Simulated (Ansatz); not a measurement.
# SiO2 (Cristobalite): the gap up the ladder of methods, part 2 of 2

Wanted: a ladder of band gaps for SiO2 (Cristobalite), from density functionals to G0W0.

Ansatz 0.2.0; density functionals, hybrids and G0W0, plane waves, PAW. Known limits of the many-body steps: finite bands, screening cutoff and k mesh; no spin-orbit coupling in G0W0.

So far. Step 5 (HSE06 on the 4×4×2 mesh): Over mesh and listed points the gap is 7.539 eV, direct, at k = Γ. HSE06 against PBE: 7.539 − 5.765 = +1.774 eV. The runs also differ in mesh (6×6×4 and 4×4×2), so how much of this comes from the functional alone is not known. Step 6 (PBE0 on the 4×4×2 mesh): Over mesh and listed points the gap is 8.307 eV, direct, at k = Γ. PBE0 against HSE06: 8.307 − 7.539 = +0.768 eV, with the same mesh, files and cutoff, and both edges at the same k points.

The database entry behind the starting cell lists a temperature of 340 K, so it need not match the best structure at ambient conditions.

In doubt: masses and optical values from hybrid runs of this build are listed as unsure (step 9), which bears on the screening that GW takes from such a start.

**7. DDH-PBE0 on the 4×4×2 mesh**

The input asks for a share of exact exchange of one over the crystal's ε∞, which the program works out first.

This step: DFT, dielectric-dependent PBE0 (fraction 1/eps_inf of PBE), plane waves, PAW; PAW set soft_1.

The input, input.yaml:

```yaml
crystal:
  lattice:
    - [4.982, 0.0, 0.0]
    - [0.0, 4.982, 0.0]
    - [0.0, 0.0, 6.963]
  atoms:
    - { symbol: Si, position: [0.29897, 0.29897, 0.0] }
    - { symbol: Si, position: [0.20103, 0.79897, 0.25] }
    - { symbol: Si, position: [0.70103, 0.70103, 0.5] }
    - { symbol: Si, position: [0.79897, 0.20103, 0.75] }
    - { symbol: O, position: [0.23989, 0.10347, 0.17813] }
    - { symbol: O, position: [0.39653, 0.73989, 0.42813] }
    - { symbol: O, position: [0.76011, 0.89653, 0.67813] }
    - { symbol: O, position: [0.60347, 0.26011, 0.92813] }
    - { symbol: O, position: [0.73989, 0.39653, 0.57187] }
    - { symbol: O, position: [0.89653, 0.76011, 0.32187] }
    - { symbol: O, position: [0.26011, 0.60347, 0.07187] }
    - { symbol: O, position: [0.10347, 0.23989, 0.82187] }
  host: atoms
kpoints:
  mp_grid: { grid: [4, 4, 2] }
  band_path:
    path:
      - [0.0, 0.0, 0.0]
      - [0.0, 0.5, 0.0]
      - [0.5, 0.5, 0.0]
      - [0.0, 0.0, 0.5]
      - [0.0, 0.5, 0.5]
      - [0.5, 0.5, 0.5]
    npoints: 1
hamiltonian:
  xc:
    exchange: pbe
    correlation: pbe
    exx: { coeff: inverse_dielectric }
  pseudopotentials: { kind: paw, azcp: { folder: soft_1 } }
scf:
  occupations: { method: fixed }
  n_extra_bands: 8
output:
  eigenvalues: true
```

Run with:

```console
> ansatz run input.yaml --threads 3 --pin off --max-ram 92160MiB --backend cuda --events-out ev --progress --plain --runs-dir out --devices 1 --max-vram 13GiB
```

Numbers of over 12 decimals in the logs are rounded to 6 here.

The program printed:

```text
[...]
the fraction of exact exchange is that of a crystal of Si4O8
GPUs: using 1 of 1 available (devices: 1).
[...]
a weight of exact exchange comes from the crystal, and the text's number only plans the run
Solving k-mesh 4×4×2 for the fraction of exact exchange
[...]
Fermi energy:    -1.784281 eV
[...]
--- Band table (eV; the first three rows and the last of 12) ---
  k-point 0: bands = [... 28 lower, -2.4938, -2.0870, -2.0870, -1.7843, 8.5256, 11.8562, 11.8562, 12.4484, ... 4 higher]
  k-point 1: bands = [... 28 lower, -2.3452, -2.3452, -2.2217, -2.2217, 9.8188, 9.8188, 12.6945, 12.6945, ... 4 higher]
  k-point 2: bands = [... 28 lower, -2.5754, -2.3074, -2.1511, -1.9813, 9.1751, 11.9904, 12.0128, 12.5337, ... 4 higher]
  k-point 11: bands = [... 28 lower, -2.4793, -2.4793, -2.4793, -2.4793, 12.2353, 12.2353, 12.2353, 12.2353, ... 4 higher]
[key lines of the parts left out:]
Free energy (F): -7101.707818 eV
```

The job ended after 57 s (1 × NVIDIA H100 80GB HBM3 (shared by 6 runs) with 3 threads of AMD EPYC 7R13 (Zen 3), shared host; peak memory 1.6 GiB; 49 s of CPU time).

Numbers from this step:

```
gap                     : 10.31 eV
valence top at          : Γ
conduction bottom at    : Γ
least direct gap        : 10.31 eV
exact-exchange fraction : 0.4432
```

Over mesh and listed points the gap is 10.310 eV, direct, at k = Γ. DDH-PBE0 against PBE0: 10.310 − 8.307 = +2.003 eV, with the same mesh, files and cutoff, and both edges at the same k points.

**8. G0W0@PBE, 4×4×2 mesh, 947 empty bands, screening to 180 eV, PAW set soft_1 files**

G0W0 replaces the xc potential by a self-energy built once from the orbitals of the start. Levels are corrected in the window of bands that the input names, at points of the mesh.

This step: G0W0 on PBE, plane waves, PAW; PAW set soft_1.

input.yaml: that of step 7 with these lines changed.

```diff
@@ -18,19 +18,6 @@
     - { symbol: O, position: [0.10347, 0.23989, 0.82187] }
-  host: atoms
 kpoints:
   mp_grid: { grid: [4, 4, 2] }
-  band_path:
-    path:
-      - [0.0, 0.0, 0.0]
-      - [0.0, 0.5, 0.0]
-      - [0.5, 0.5, 0.0]
-      - [0.0, 0.0, 0.5]
-      - [0.0, 0.5, 0.5]
-      - [0.5, 0.5, 0.5]
-    npoints: 1
 hamiltonian:
-  xc:
-    exchange: pbe
-    correlation: pbe
-    exx: { coeff: inverse_dielectric }
+  xc: pbe
   pseudopotentials: { kind: paw, azcp: { folder: soft_1 } }
@@ -38,4 +25,7 @@
   occupations: { method: fixed }
-  n_extra_bands: 8
-output:
-  eigenvalues: true
+gw:
+  n_empty_bands: 947
+  ecut_chi: 180.0
+  qp_bands: [v4, c4]
+  qp_kpoints: band_edges
+  screening: { model: contour_deformation }
```

The program printed:

```text
GPUs: using 1 of 1 available (devices: 1).
[...]
GPU FFT provider: cuFFT
GPU libraries: cuBLAS 13.8.2, cuFFT 12.4.0, cuSOLVER 12.3.4
Crystal: 12 atoms, lattice volume = 172.824 Å³
Basis set: ecut = 420 eV, 3387 PW (Γ)
Bands: 44, of which v1, the nominal top of the filled ones, is band 32 counted from 1 (31 counted from 0)
Symmetry: 8 space group operations
[...]
k-points: 12 of 32
[...]
0    36     10.6182    -7.6367    -3.8047   -13.0111  0.8554    12.2033    12.1879  root
[...]
11    33     10.6186    -6.8570    -3.5338   -11.7556  0.8608    11.9950    11.9835  root
    11    34     10.6186    -6.8570    -3.5338   -11.7556  0.8608    11.9950    11.9835  root
    11    35     10.6186    -6.8570    -3.5338   -11.7556  0.8608    11.9950    11.9835  root
    11    36     10.6186    -6.8570    -3.5338   -11.7556  0.8608    11.9950    11.9835  root
[key lines of the parts left out:]
SCF converged after 8 iterations
Free energy (F): -7096.304376 eV
Fermi energy:    1.321772 eV
```

Elapsed: 60 s, on 1 × NVIDIA H100 80GB HBM3 (shared by 6 runs) with 3 threads; peak memory 3.5 GiB; 93 s of CPU time.

Numbers from this step:

* bands summed: 979
* RPA ε∞ on this mesh (eigenvalues): 2.148, 2.154, 2.154
* plane waves in the screening matrix: 967
* G0W0 gap over the corrected points: 8.810 eV
* k of the valence top: 0, 0, 0
* k of the conduction bottom: 0, 0, 0
* starting gap on the mesh: 5.765 eV
* Z at the valence top: 0.8071
* Z at the conduction bottom: 0.8749
* least direct G0W0 gap over the corrected points: 8.810 eV

Over 11 of 12 irreducible mesh points the G0W0 gap is 8.810 eV, direct, at k = Γ. The PBE gap of this run on the mesh is 5.765 eV. The two states that bound the G0W0 gap lie that far apart at the start, so the correction of the gap is 8.810 − 5.765 = +3.045 eV.

**9. G0W0@HSE06, 4×4×2 mesh, 440 empty bands, screening to 108 eV, PAW set soft_1 files**

This step: G0W0 on HSE06, plane waves, PAW; PAW set soft_1.

input.yaml: that of step 8 with these lines changed.

```diff
@@ -21,3 +21,3 @@
 hamiltonian:
-  xc: pbe
+  xc: hse06
   pseudopotentials: { kind: paw, azcp: { folder: soft_1 } }
@@ -26,4 +26,4 @@
 gw:
-  n_empty_bands: 947
-  ecut_chi: 180.0
+  n_empty_bands: 440
+  ecut_chi: 108
   qp_bands: [v4, c4]
```

The program printed:

```text
GPUs: using 1 of 1 available (devices: 1).
[...]
GPU FFT provider: cuFFT
GPU libraries: cuBLAS 13.8.2, cuFFT 12.4.0, cuSOLVER 12.3.4
Crystal: 12 atoms, lattice volume = 172.824 Å³
Basis set: ecut = 420 eV, 3387 PW (Γ)
Bands: 44, of which v1, the nominal top of the filled ones, is band 32 counted from 1 (31 counted from 0)
Symmetry: 8 space group operations
[...]
k-points: 12 of 32
[...]
0    35     10.7753    -5.4988    -3.1768    -9.7818  0.8900    11.8865    11.8815  root
     0    36     11.2742    -6.7387    -3.3790   -11.4411  0.8819    12.6053    12.5976  root
[...]
11    33     11.1751    -5.7197    -3.0031    -9.7916  0.8885    12.2488    12.2439  root
    11    34     11.1751    -5.7197    -3.0031    -9.7916  0.8885    12.2488    12.2439  root
    11    35     11.1751    -5.7197    -3.0031    -9.7916  0.8885    12.2488    12.2439  root
    11    36     11.1751    -5.7197    -3.0031    -9.7916  0.8885    12.2488    12.2439  root
[key lines of the parts left out:]
Free energy (F): -7097.766411 eV
Fermi energy:    -0.005412 eV
```

The job ended after 76 s (1 × NVIDIA H100 80GB HBM3 (shared by 6 runs) with 3 threads; peak memory 2.2 GiB; 78 s of CPU time).

This step gave:

```yaml
bands_summed: 472
rpa_eps_infinity_on_this_mesh_eigenvalues: 1.957, 1.960, 1.960
plane_waves_in_the_screening_matrix: 451
g0w0_gap_over_the_corrected_points: 9.337 eV
k_of_the_valence_top: 0, 0, 0
k_of_the_conduction_bottom: 0, 0, 0
starting_gap_on_the_mesh: 7.539 eV
z_at_the_valence_top: 0.8387
z_at_the_conduction_bottom: 0.8977
least_direct_g0w0_gap_over_the_corrected_points: 9.337 eV
```

Over 11 of 12 irreducible mesh points the G0W0 gap is 9.337 eV, direct, at k = Γ. The HSE06 gap of this run on the mesh is 7.539 eV. The two states that bound the G0W0 gap lie that far apart at the start, so the correction of the gap is 9.337 − 7.539 = +1.798 eV. G0W0@HSE06 against G0W0@PBE with 472 bands (a further run, in the table below): 9.337 − 8.602 = +0.735 eV, with the same mesh, files and cutoffs, and both edges at the same k points.

**10. G0W0@LDA, 4×4×2 mesh, 440 empty bands, screening to 108 eV, PAW set soft_1 files**

This step: G0W0 on LDA, plane waves, PAW; PAW set soft_1.

input.yaml: that of step 9 with these lines changed.

```diff
@@ -21,4 +21,4 @@
 hamiltonian:
-  xc: hse06
-  pseudopotentials: { kind: paw, azcp: { folder: soft_1 } }
+  xc: lda
+  pseudopotentials: { kind: paw, azcp: { folder: soft_1 }, xc_functional: pbe }
 scf:
```

The program printed:

```text
GPUs: using 1 of 1 available (devices: 1).
[...]
GPU FFT provider: cuFFT
GPU libraries: cuBLAS 13.8.2, cuFFT 12.4.0, cuSOLVER 12.3.4
Crystal: 12 atoms, lattice volume = 172.824 Å³
Basis set: ecut = 420 eV, 3387 PW (Γ)
Bands: 44, of which v1, the nominal top of the filled ones, is band 32 counted from 1 (31 counted from 0)
Symmetry: 8 space group operations
[...]
k-points: 12 of 32
[...]
0    36     10.0235    -7.4432    -3.7927   -13.2707  0.8543    12.0867    12.0582  root
[...]
11    33     10.0023    -6.5664    -3.4801   -11.8541  0.8603    11.8317    11.8099  root
    11    34     10.0023    -6.5664    -3.4801   -11.8541  0.8603    11.8317    11.8099  root
    11    35     10.0023    -6.5664    -3.4801   -11.8541  0.8603    11.8317    11.8099  root
    11    36     10.0023    -6.5664    -3.4801   -11.8541  0.8603    11.8317    11.8099  root
[key lines of the parts left out:]
SCF converged after 8 iterations
Free energy (F): -6890.781777 eV
Fermi energy:    0.989461 eV
```

The job ended after 23 s (1 × NVIDIA H100 80GB HBM3 (shared by 6 runs) with 3 threads; peak memory 1.8 GiB; 28 s of CPU time).

This step gave:

```
bands summed                                    : 472
RPA ε∞ on this mesh (eigenvalues)               : 2.206, 2.214, 2.214
plane waves in the screening matrix             : 451
G0W0 gap over the corrected points              : 8.544 eV
k of the valence top                            : 0, 0, 0
k of the conduction bottom                      : 0, 0, 0
starting gap on the mesh                        : 5.520 eV
Z at the valence top                            : 0.8072
Z at the conduction bottom                      : 0.8743
least direct G0W0 gap over the corrected points : 8.544 eV
```

Over 11 of 12 irreducible mesh points the G0W0 gap is 8.544 eV, direct, at k = Γ. The LDA gap of this run on the mesh is 5.520 eV. The two states that bound the G0W0 gap lie that far apart at the start, so the correction of the gap is 8.544 − 5.520 = +3.024 eV. G0W0@LDA against G0W0@HSE06 with 472 bands: 8.544 − 9.337 = −0.793 eV, with the same mesh, files and cutoffs, and both edges at the same k points.

**11. Gap and time by level**

Each gap is the least one over the points named; times are wall times on shared hosts, not benchmarks. A G0W0 time includes the run's own self-consistent start. Runs with listed points see these and the mesh alone, so an edge that moves elsewhere is missed. Rows marked * are further runs, not shown as steps, whose inputs differ from the G0W0 step on the same start in the columns given; solver thresholds can differ too.

| level | mesh | files, cutoff | bands summed, screening | points | gap (eV) | valence top | conduction bottom | least direct gap (eV) | time |
| --- | --- | --- | --- | --- | --- | --- | --- | --- | --- |
| LDA | 6×6×4 | soft_1 PAW, 420 eV | - | mesh and listed points | 5.520 | Γ | Γ | 5.520 | 10 s |
| PBE | 6×6×4 | soft_1 PAW, 420 eV | - | mesh and path | 5.765 | Γ | Γ | 5.765 | 9.6 s |
| r2SCAN | 6×6×4 | soft_1 PAW, 500 eV | - | mesh and listed points | 6.376 | Γ | Γ | 6.376 | 15 s |
| HSE06 | 4×4×2 | soft_1 PAW, 420 eV | - | mesh and listed points | 7.539 | Γ | Γ | 7.539 | 34 s |
| PBE0 | 4×4×2 | soft_1 PAW, 420 eV | - | mesh and listed points | 8.307 | Γ | Γ | 8.307 | 27 s |
| DDH-PBE0 | 4×4×2 | soft_1 PAW, 420 eV | - | mesh and listed points | 10.310 | Γ | Γ | 10.310 | 57 s |
| G0W0@PBE* | 4×4×2 | soft_1 PAW, 420 eV | 187, 54 eV | 11 of 12 irreducible mesh points | 8.451 | Γ | Γ | 8.451 | 18 s |
| G0W0@PBE* | 4×4×2 | soft_1 PAW, 420 eV | 472, 108 eV | 11 of 12 irreducible mesh points | 8.602 | Γ | Γ | 8.602 | 29 s |
| G0W0@PBE | 4×4×2 | soft_1 PAW, 420 eV | 979, 180 eV | 11 of 12 irreducible mesh points | 8.810 | Γ | Γ | 8.810 | 60 s |
| G0W0@PBE* | 2×2×2 | soft_1 PAW, 420 eV | 472, 108 eV | all 6 irreducible mesh points | 8.623 | Γ | Γ | 8.623 | 14 s |
| G0W0@HSE06 | 4×4×2 | soft_1 PAW, 420 eV | 472, 108 eV | 11 of 12 irreducible mesh points | 9.337 | Γ | Γ | 9.337 | 76 s |
| G0W0@LDA | 4×4×2 | soft_1 PAW, 420 eV | 472, 108 eV | 11 of 12 irreducible mesh points | 8.544 | Γ | Γ | 8.544 | 23 s |

**12. What came out**

| Quantity | Value |
| --- | --- |
| LDA, over mesh and listed points | 5.520 eV |
| PBE, over mesh and path | 5.765 eV |
| r2SCAN, over mesh and listed points | 6.376 eV |
| HSE06, over mesh and listed points | 7.539 eV |
| PBE0, over mesh and listed points | 8.307 eV |
| DDH-PBE0, over mesh and listed points | 10.310 eV |
| G0W0@PBE (979 bands, 4×4×2), over 11 of 12 irreducible mesh points | 8.810 eV |
| G0W0@HSE06, over 11 of 12 irreducible mesh points | 9.337 eV |
| G0W0@LDA, over 11 of 12 irreducible mesh points | 8.544 eV |
| known limits | finite bands, screening cutoff and k mesh; no spin-orbit coupling in G0W0 |

In words: The rows run from 5.520 eV (LDA) to 10.310 eV (DDH-PBE0). They differ in mesh, plane-wave cutoff, bands and screening cutoff of G0W0 and the points over which the gap was sought as well as in level, so only pairs that share these are like for like. PBE against LDA: 5.765 − 5.520 = +0.245 eV, with the same mesh, files and cutoff, and both edges at the same k points. PBE0 against HSE06: 8.307 − 7.539 = +0.768 eV, with the same mesh, files and cutoff, and both edges at the same k points. DDH-PBE0 against PBE0: 10.310 − 8.307 = +2.003 eV, with the same mesh, files and cutoff, and both edges at the same k points. G0W0@HSE06 against G0W0@PBE with 472 bands: 9.337 − 8.602 = +0.735 eV, with the same mesh, files and cutoffs, and both edges at the same k points. G0W0@LDA against G0W0@HSE06 with 472 bands: 8.544 − 9.337 = −0.793 eV, with the same mesh, files and cutoffs, and both edges at the same k points. The dielectric-dependent hybrid took 0.443 of exact exchange, against 0.25 in PBE0. G0W0@PBE (979 bands, 4×4×2) moves the gap of its own start on the mesh by 8.810 − 5.765 = +3.045 eV, between the same two levels. Both edges that PBE shows over mesh and path lie at k points where levels were corrected. Levels at other points were not corrected, so a lower G0W0 gap elsewhere in the zone is not ruled out. G0W0@HSE06 moves the gap of its own start on the mesh by 9.337 − 7.539 = +1.798 eV, between the same two levels. Both edges that HSE06 shows over mesh and listed points lie at k points where levels were corrected. Levels at other points were not corrected, so a lower G0W0 gap elsewhere in the zone is not ruled out. G0W0@LDA moves the gap of its own start on the mesh by 8.544 − 5.520 = +3.024 eV, between the same two levels. Both edges that LDA shows over mesh and listed points lie at k points where levels were corrected. Levels at other points were not corrected, so a lower G0W0 gap elsewhere in the zone is not ruled out. For G0W0@PBE: from 187 bands and 54 eV to 979 bands and 180 eV the gap moves by 8.810 − 8.451 = +0.359 eV (rung by rung 8.451, 8.602, 8.810 eV); bands and screening cutoff rise together, so their parts are not told apart. A line in one over the bands through the two highest rungs gives 8.810 + (8.810 − 8.602) × 472 / (979 − 472) = 9.004 eV, and through the pair below 8.602 + (8.602 − 8.451) × 187 / (472 − 187) = 8.701 eV. The two differ by 0.303 eV, not under the 0.030 eV asked, so the law does not hold well over these rungs and the limit is not known. The other G0W0 rows are shown at one basis each (472 bands), so their distance from the limit is not known here. With the 2×2×2 mesh in place of the 4×4×2 mesh and all else as in the G0W0@PBE row with 472 bands, the gap differs by 8.623 − 8.602 = +0.021 eV, and that of the start by 5.764 − 5.765 = −0.001 eV. The G0W0 runs are scalar-relativistic. G0W0@PBE runs of this series with other atomic data on the same mesh, not shown as steps, give 8.626 eV (hard PAW, 930 eV, 472 bands, screening to 108 eV; the table's row with the same empty bands and screening cutoff has 8.602 eV); where bands and cutoffs differ too, the part of the files is not isolated.

[Paths, hosts, dates, memory and timing lines, banners, echoed tables and standing remarks are left out of the program output.]

[Logs are printed without paths, hosts, clocks, repeated set-up lines and the standing remarks that a program may print on its own settings, such as how far it seeks lower states.]

[Runs of the session that timed out or met a known fault of the program may be left out.]

[Cells called generated may have been cut or substituted from an entry of the Crystallography Open Database or the Materials Project.]

[Hosts, paths, dates, database ids (printed as entryN), source tags and the programs' standing remarks are cut or masked in the printed files.]

[Where an RPA ε∞ is given, it is that of the G0W0 mesh and is not shown converged in it. Names of k-points follow the symmetry that the program found, which can be lower than the space group named. Band edges on a path are those of the sampled points; other points can move an edge, and change direct to indirect where valleys lie close.]

[Hybrid gaps are those of their k-mesh and are not shown converged in it.]
